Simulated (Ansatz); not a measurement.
# Sc2NO2 monolayer: from the cell to its phonons, part 2 of 3

How does Sc2NO2 monolayer vibrate, and is this structure a minimum?

Ansatz 0.2.0; DFT PBEsol, scalar-relativistic, plane waves, PAW.

So far. Step 4 (Tight relaxation): The largest force component left is 0.030 meV/Å, within the tolerances set.

## (5) Linear response at the zone centre

The zone centre comes first: it holds the modes that light can see, as far as symmetry allows. No field response is asked, since the mesh shows no gap.

input.yaml reads:

```yaml
crystal:
  lattice:
    - [3.2137296885, 0.0, 0.0]
    - [-1.6068648442, 2.7831715512, 0.0]
    - [0.0, 0.0, 32.6]
  atoms:
    - { symbol: "N", position: [0.0, 0.0, 0.3067484663] }
    - { symbol: Sc, position: [0.3333333333, 0.6666666667, 0.3494973856] }
    - { symbol: Sc, position: [0.6666666667, 0.3333333333, 0.263999547] }
    - { symbol: O, position: [0.6666666667, 0.3333333333, 0.3734876001] }
    - { symbol: O, position: [0.3333333333, 0.6666666667, 0.2400093325] }
  periodic: [true, true, false]
kpoints:
  mp_grid: { grid: [12, 12, 1] }
hamiltonian:
  xc: pbesol
scf:
  occupations: { method: methfessel_paxton, width: 0.15 }
output:
  eigenvalues: true
phonons:
  method: dfpt
```

Command:

```sh
> ansatz run input.yaml --threads 8 --pin off --max-ram 14336MiB --backend cpu --events-out ev --progress --plain --runs-dir out
```

Numbers of over 12 decimals in the logs are rounded to 6 here.

The program printed:

```text
Warning: crystal.symmetry: narrowed to the stabiliser of the run's FFT grids — unitary ops 12 → 6. A phonons.method: dfpt run fills in the rows of the dynamical matrix that it does not solve by its symmetry operations, which is exact only for operations that map its FFT grids onto themselves: filled in by any other, the frequencies could depend on the order in which like atoms are typed, or, by more than the grids' own error, on where the crystal sits among the grids' points. Excluded: 6 operations. The run can therefore solve more perturbations, solve them on more k-points, or both, and cost more. [rest of the remark cut]
[...]
Crystal: 5 atoms, lattice volume = 291.586 Å³
Basis set: ecut = 420 eV, 5785 PW (Γ), exchange–correlation on 48×48×450 points (8 copies of the dense FFT grid, shifted against one another)
Bands: 25, of which v1, the nominal top of the filled ones, is band 20 counted from 1 (19 counted from 0)
Symmetry: 12 space group operations
k-points: 43 of 144 (irreducible under 2 space group operations, time reversal used)
[...]
SCF iter   1: F=—  HF=-5730.024819 eV  |F-HF|=—  |Δ(HF+E_count)|=         —  Δρ=8.27e-3  dr2=1.85e-1  ethr=1.77e-3  ⟨swp⟩=9.0  Hψ=6862  notcnv=0
[...]
SCF iter  12: F=-5729.984681 eV  HF=-5729.984681 eV  |F-HF|=1.02e-10  |Δ(HF+E_count)|=  1.26e-10  S|Δr|=    0.00e0  Δρ=1.99e-8  dr2=1.10e-12  ethr=1.00e-12  ⟨swp⟩=18.9  Hψ=7723  notcnv=0
SCF 1 converged in 12 iterations: F = -5729.984681 eV  dr2 = 1.10e-12
[...]
DFPT response loops at Γ: preconditioner auto → none (partly filled bands, converged f_vac=0.774); β = 0.50; Broyden in place of MSR1
SCF converged after 12 iterations
[...]
Free energy (F): -5729.984681 eV
[...]
Internal energy: -5729.984361 eV  (E = F + TS)
E sigma→0 (E₀):  -5729.984601 eV
Entropy (-TS):   -0.000320 eV (-0.064 meV/atom)
Fermi energy:    -7.336019 eV
Step filling:    the computed levels leave a gap of 0.0000 eV = 0.0 smearing widths at the electron count; against every level under it full and every level over it empty, smearing changes F+E_penalty+E_count by -1.090 meV and its σ→0 estimate by -1.010 meV
[...]
--- Band table (eV; the first three rows and the last of 43) ---
  k-point 0: bands = [... 16 lower, -9.2942, -7.3802, -6.7055, -6.7055, -2.6954, -2.6954, -2.5196, -1.8254, ... 1 higher]
  k-point 1: bands = [... 16 lower, -9.2171, -7.2646, -7.0347, -6.8310, -2.7420, -2.5341, -2.5235, -1.8365, ... 1 higher]
  k-point 2: bands = [... 16 lower, -9.0726, -7.7498, -7.1238, -7.0959, -2.9763, -2.3049, -2.1780, -1.7988, ... 1 higher]
  k-point 42: bands = [... 16 lower, -8.9462, -8.0714, -7.9260, -7.8978, -2.8122, -2.0381, -1.7556, -1.7299, ... 1 higher]
--- Phonons (Γ-DFPT): 10 representative perturbations + reference, on 43 of 144 k-points (Σ response iterations 62) ---
  ASR residual: 2.741e-5 → 0.000e0 eV/Å²; symmetrization residual: 1.431e-5 eV/Å²
  The last average, over the group as it would stand without the narrowing to the FFT grids, took up to 1.048e-5 eV/Å² of the zone centre's force constants
  ASR residual per site (eV/Å²): 2.74e-5 2.64e-5 2.32e-5 1.57e-5 1.27e-5
  Γ frequencies (cm⁻¹): 0.00 0.00 0.00 124.85 124.85 205.57 358.47 358.47 408.86 454.86 454.86 478.84 485.18 485.18 527.23
  non-analytic LO–TO correction: not included (Born effective charges unavailable; polar crystals: no LO–TO splitting at Γ)
```

Run time: 65 s. Hardware: 8 threads of Arm Neoverse V2, shared host; peak memory 1.7 GiB; 7.8 min of CPU time.

Reading the cycles: dr2 is the Hartree energy of the density residual (eV), the measure of convergence; HF is the Harris–Foulkes estimate of the energy, which meets the free energy F at convergence.

Numbers from this step:

| Item | Value |
| --- | --- |
| sum-rule residual before enforcement | 2.74e-5 eV/Å² |
| point group | -3m |
| highest optical mode at the zone centre (no LO-TO term) | 527.2 cm⁻¹ |
| lowest optical zone-centre mode | 124.8 cm⁻¹ |

Patterns of degenerate modes are one choice out of their space. Modes at Γ, with each element's share of the kinetic energy:

```
mode  frequency (cm⁻¹)  symmetry  N %  Sc %  O %
   1               0.0  acoustic   10    66   24
   2               0.0  acoustic   10    66   24
   3               0.0  acoustic   10    66   24
   4             124.8        Eg    0    75   25
   5             124.8        Eg    0    75   25
   6             205.6       A1g    0    73   27
   7             358.5        Eu   89    10    1
   8             358.5        Eu   89    10    1
   9             408.9       A2u   33    33   34
  10             454.9        Eg    0    25   75
  11             454.9        Eg    0    25   75
  12             478.8       A1g    0    27   73
  13             485.2        Eu    1    24   76
  14             485.2        Eu    1    24   76
  15             527.2       A2u   57     1   43
```

Displacements in mode 4 (124.8 cm⁻¹), the largest set to 1:
```
N1   0.00  0.00  0.00
Sc2 -0.25  1.00  0.00
Sc3  0.25 -1.00  0.00
O4  -0.25  0.98  0.00
O5   0.25 -0.98  0.00
```

Displacements in mode 7 (358.5 cm⁻¹), the largest set to 1:
```
N1   0.15  1.00  0.00
Sc2 -0.02 -0.13  0.00
Sc3 -0.02 -0.13  0.00
O4  -0.01 -0.06  0.00
O5  -0.01 -0.06  0.00
```

Before it was imposed, the acoustic sum rule was missed by 2.7e-5 eV/Å². Small misses are needed for a sound result but don't prove that mesh and cutoff are converged. The lowest optical mode is real, 125 cm⁻¹.

## (6) The dispersion

Stability and thermal properties need the whole zone. Linear response on a 6×6×1 q mesh gives force constants as far as a supercell of that size would.

input.yaml: that of step 5 with these lines changed.

```diff
@@ -22 +22,10 @@
   method: dfpt
+  qmesh: [6, 6, 1]
+  temperatures: { t_max: 1000, t_step: 50 }
+  qpath:
+    path:
+      - [0.0, 0.0, 0.0]
+      - [0.5, 0.0, 0.0]
+      - [0.33333333, 0.33333333, 0.0]
+      - [0.0, 0.0, 0.0]
+    npoints: 10
```

The program printed:

```text
[...]
Crystal: 5 atoms, lattice volume = 291.586 Å³
Basis set: ecut = 420 eV, 5785 PW (Γ), exchange–correlation on 48×48×450 points (8 copies of the dense FFT grid, shifted against one another)
Bands: 25, of which v1, the nominal top of the filled ones, is band 20 counted from 1 (19 counted from 0)
Symmetry: 12 space group operations
k-points: 19 of 144 (irreducible under 6 space group operations, time reversal used)
[...]
SCF iter   1: F=—  HF=-5730.024825 eV  |F-HF|=—  |Δ(HF+E_count)|=         —  Δρ=8.24e-3  dr2=1.84e-1  ethr=1.77e-3  ⟨swp⟩=9.1  Hψ=3059  notcnv=0
[...]
SCF iter  12: F=-5729.984681 eV  HF=-5729.984681 eV  |F-HF|=5.82e-11  |Δ(HF+E_count)|=  3.80e-10  S|Δr|=    0.00e0  Δρ=1.59e-8  dr2=6.22e-13  ethr=1.00e-12  ⟨swp⟩=19.0  Hψ=3612  notcnv=0
SCF 1 converged in 12 iterations: F = -5729.984681 eV  dr2 = 6.22e-13
[...]
phonons: the bands overlap, so this run is a metal and interpolates without the dipole-dipole term. If the crystal is really an insulator or semiconductor, its LO-TO splitting is missing
NSCF: frozen V_eff on 19 k-points
WARN: eigensolver did not converge (k=4): 1 band(s) unlocked after 2 eigensolves, warm-restarted (20 sweeps on the last) at ethr=1.10e-12 eV (storage-precision floor; scheduled 1.00e-12 eV) (lowest unlocked band 24, counted from 0; max residual 4.60e-4 eV among the unlocked bands, 4.60e-4 eV over every band; other slots of this pass that fall short are told together in one closing line; warning suppressed until the next SCF loop or pass starts)
WARN: eigensolver did not converge in 6 slots of this pass, the one above among them; of largest residual over every band (k=9): 1 band(s) unlocked (lowest unlocked band 24, counted from 0; max residual 6.14e-4 eV among the unlocked bands, 6.14e-4 eV over every band); of lowest unlocked band (k=4): band 24
[...]
DFPT response loops at q = (0, 0, 0) (fractional): preconditioner auto → none (partly filled bands, converged f_vac=0.774); β = 0.50; Broyden in place of MSR1
[...]
SCF converged after 12 iterations
[...]
Free energy (F): -5729.984681 eV
[...]
Internal energy: -5729.984361 eV  (E = F + TS)
E sigma→0 (E₀):  -5729.984601 eV
Entropy (-TS):   -0.000320 eV (-0.064 meV/atom)
Fermi energy:    -7.336019 eV
[...]
--- Band table (eV; the first three rows and the last of 19) ---
  k-point 0: bands = [... 16 lower, -9.2942, -7.3802, -6.7055, -6.7055, -2.6954, -2.6954, -2.5196, -1.8254, ... 1 higher]
  k-point 1: bands = [... 16 lower, -9.2171, -7.2646, -7.0347, -6.8310, -2.7420, -2.5341, -2.5235, -1.8365, ... 1 higher]
  k-point 2: bands = [... 16 lower, -9.0726, -7.7498, -7.1238, -7.0959, -2.9763, -2.3049, -2.1780, -1.7988, ... 1 higher]
  k-point 18: bands = [... 16 lower, -8.9521, -8.7503, -7.8864, -7.8864, -2.7487, -2.0751, -2.0751, -1.7820, ... 1 higher]
--- Phonons (Γ-DFPT): 10 representative perturbations + reference (Σ response iterations 56) ---
  ASR residual: 4.466e-5 → 0.000e0 eV/Å²; symmetrization residual: 1.293e-5 eV/Å²
[...]
ASR residual per site (eV/Å²): 2.08e-5 3.89e-5 4.47e-5 6.79e-6 1.26e-5
[...]
--- Phonons (arbitrary-q DFPT): 7 irreducible q on the 6×6×1 mesh ---
  q = [0.0000, 0.0000, 0.0000] (star 1, of the zone-centre solve; hermiticity 2.09e-6, symmetrization 9.13e-11, taken by the last average 9.86e-7): -0.00 -0.00 0.00 124.85 124.85 205.57 358.47 358.47 408.86 454.86 454.86 478.84 485.18 485.18 527.23
  q = [0.0000, 0.1667, 0.0000] (star 6, 15 solved perturbations on 78 of 144 k-point pairs; hermiticity 2.02e-6, symmetrization 1.08e-10, taken by the last average 8.72e-7): 59.83 87.52 147.72 150.09 193.43 206.80 352.05 358.86 371.35 446.77 458.65 480.58 484.29 496.73 554.93
[...]
q = [0.1667, 0.1667, 0.0000] (star 6, 10 solved perturbations in 1110 linear systems a pass and spin channel, the states on 144 of 144 k-point pairs; hermiticity 1.11e-6, symmetrization 2.32e-10, taken by the last average 7.69e-7): 111.28 163.60 178.00 196.35 231.13 244.11 351.25 355.33 381.86 447.39 464.66 465.62 477.46 509.14 569.62
[...]
sum rule: each row above includes the acoustic sum rule's correction from the zone centre's row sums; it moved no ω² by more than (0.64 cm⁻¹)²
  mesh force constants: q→R imaginary residual 1.14e-18; ASR residual 4.466e-5 → 0.000e0 eV/Å²; symmetrization residual 1.954e-14 eV/Å²
  interpolated dispersion: 31 rows × 15 modes
  density of states and harmonic sums: on the 24×24×1 q-mesh, interpolated from the force constants of a 6×6×1 supercell (no non-analytic term)
  largest difference from the sums on the solved wave vectors: F 1.98e-2 eV, S 2.57e-5 and C_V 5.83e-6 eV/K
  zero-point energy: 0.323679 eV/cell   skipped modes (ω ≤ 0): 4, of them read as no rigid motion or as one in doubt: 1 (1.042e-2 modes/cell left out, lowest -1.17 cm⁻¹)   left out of the sums: 1.04e-3 of the cell's modes: C_V's classical limit lies that fraction below 3 k_B per atom; for a crystal, a wire or a layer, F and S can be off by more, and a phonons.interpolated_qmesh denser along its periods is the remedy for the sampling
```

It took 14 min on 8 threads; peak memory 2.8 GiB.

Numbers from this step:

* sum-rule residual before enforcement: 4.47e-5 eV/Å²
* lowest frequency on the path: 0 cm⁻¹
* highest frequency on the path or at a solved wavevector: 585.9 cm⁻¹
* mean frequency: 348.1 cm⁻¹
* lowest mode on the q mesh (acoustic modes at Γ apart): 59.83 cm⁻¹
* zero-point energy per atom: 64.74 meV
* heat capacity at 300 K: 19.48 J/(mol atoms K)
* vibrational entropy at 300 K: 17.84 J/(mol atoms K)
* edges of the widest gap between branches, on path and mesh: 277.9, 349.1 cm⁻¹

Frequencies (cm⁻¹) solved at each irreducible wavevector; negative means imaginary. Frequencies by wavevector, by row:

```
q in reciprocal lattice units  star  mode 1  mode 2  mode 3  mode 4  mode 13  mode 14  mode 15
                        0 0 0     1       0       0       0   124.8    485.2    485.2    527.2
                   0 0.1667 0     6    59.8    87.5   147.7   150.1    484.3    496.7    554.9
                   0 0.3333 0     6   130.1   157.8   190.2   191.8    470.4    524.3    573.4
                     0 -0.5 0     3     172   181.9   194.3   210.1    464.9    530.8    585.9
              0.1667 0.1667 0     6   111.3   163.6     178   196.3    477.5    509.1    569.6
              0.1667 0.3333 0    12   164.2   189.4   214.9   230.3    471.9    535.7    567.1
              0.3333 0.3333 0     2   189.1   189.1   231.4   231.4    479.9    549.6    549.6
```

Interpolated from a 6×6×1 q mesh. The phonon branches at the labelled points (cm⁻¹):

```
  point  branch 1  branch 2  branch 3  branch 4  branch 12  branch 13  branch 14  branch 15
      Γ         0         0         0       125        479        485        485        527
halfway        98       128       170       184        473        476        506        571
      M       172       182       194       210        461        465        531        586
halfway       177       192       216       229        470        471        532        573
      K       189       189       231       231        475        480        550        550
halfway       111       164       178       196        466        478        509        570
      Γ         0         0         0       125        479        485        485        527
```

The phonon density of states has structure finer than the step of the table below, so its rows give means over 20 cm⁻¹, whole bins alone (the curve runs from -2.5 to 588 cm⁻¹). Peaks (cm⁻¹: height): 192.5: 0.0796, 232.5: 0.0573, 252.5: 0.0667, 357.5: 0.155, 447.5: 0.126, 472.5: 0.122, 532.5: 0.0650.

Tetrahedra on a 24×24×1 mesh, mean over bins of 5 cm-1. Interpolated from a 6×6×1 q mesh. Table of phonon density of states by wavenumber; means over each step:

```
wavenumber (cm⁻¹)  phonon density of states (1/cm⁻¹/cell)
               20                                 0.00192
               40                                 0.00318
               60                                 0.00452
               80                                 0.00610
              100                                 0.00798
              120                                  0.0114
              140                                  0.0187
              160                                  0.0278
              180                                  0.0502
              200                                  0.0456
              220                                  0.0338
              240                                  0.0387
              260                                  0.0413
              280                                 0.00789
              300                                       0
              320                                       0
              340                                 0.00436
              360                                  0.0906
              380                                  0.0224
              400                                 0.00971
              420                                  0.0119
              440                                  0.0541
              460                                  0.0981
              480                                  0.0590
              500                                  0.0140
              520                                  0.0147
              540                                  0.0253
              560                                  0.0253
```

The partial phonon density of states has structure finer than the step of the table below, so its rows give means over 20 cm⁻¹, whole bins alone (the curve runs from -10 to 613 cm⁻¹). Peaks (cm⁻¹: height): N 358.3: 0.0862, 452.3: 0.0160; O 252.5: 0.0146, 468.0: 0.0824, 530.6: 0.0320, 569.8: 0.0290; Sc 189.8: 0.0535, 232.9: 0.0314, 252.5: 0.0333, 358.3: 0.0114, 448.4: 0.0257.

Phonopy on the run's constants, 21x21x1 mesh, Gaussian sigma 4.4 cm-1. Interpolated from a 6×6×1 q mesh. The partial phonon density of states by wavenumber; means over each step; values in 1/cm⁻¹/cell:

```
wavenumber (cm⁻¹)        N        O       Sc
                0   1.0e-4   2.3e-4   6.5e-4
               20   1.9e-4   4.5e-4  0.00129
               40   3.3e-4   7.7e-4  0.00229
               60   3.9e-4   9.3e-4  0.00292
               80   5.1e-4  0.00128  0.00429
              100   5.4e-4  0.00148  0.00547
              120   6.7e-4  0.00235  0.00899
              140   6.5e-4  0.00367   0.0143
              160   6.8e-4  0.00504   0.0220
              180  0.00104  0.00992   0.0396
              200   6.1e-4  0.00942   0.0353
              220   1.7e-4  0.00768   0.0260
              240   3.6e-4   0.0101   0.0285
              260  0.00170   0.0118   0.0267
              280   7.3e-4  0.00262  0.00541
              300        0   4.2e-7   2.1e-6
              320        0        0        0
              340  0.00618   4.0e-4   8.6e-4
              360   0.0692  0.00777  0.00883
              380   0.0144  0.00543  0.00436
              400  0.00470  0.00259  0.00240
              420  0.00679  0.00204  0.00322
              440   0.0126   0.0269   0.0144
              460  0.00977   0.0661   0.0216
              480  0.00306   0.0443   0.0121
              500   2.3e-4   0.0114  0.00268
              520   9.5e-4   0.0136  0.00151
              540  0.00299   0.0196  0.00149
              560  0.00564   0.0176  0.00175
              580  0.00473   0.0144  0.00116
              600   9.4e-5   2.8e-4   1.0e-5
```

Harmonic thermodynamic functions per atom, from the density of states. Interpolated from a 6×6×1 q mesh. Thermodynamic functions, by row:

```
T (K)  F_vib (meV/atom)  S (J/mol-atom/K)  C_V (J/mol-atom/K)
    0             64.74                 0                   0
  100             63.65             3.331               6.585
  200             56.42             10.77               15.14
  300              41.5             17.84               19.48
  400             19.84             23.76               21.58
  500             -7.42             28.71               22.68
  600            -39.41             32.91               23.33
  700            -75.44             36.54               23.73
  800              -115             39.72                  24
  900            -157.7             42.56               24.19
 1000            -203.1             45.12               24.32
```

Symmetry leaves 7 wavevectors to solve. The lowest mode among them, the acoustic zeros apart, lies at q = (0, 0.167, 0) and is real, 59.8 cm⁻¹.

(Continued in part 3 of 3.)

[Logs are printed without paths, hosts, clocks, repeated set-up lines and the standing remarks that a program may print on its own settings, such as how far it seeks lower states.]

[Hosts, paths, dates, database ids (printed as entryN), source tags and the programs' standing remarks are cut or masked in the printed files.]
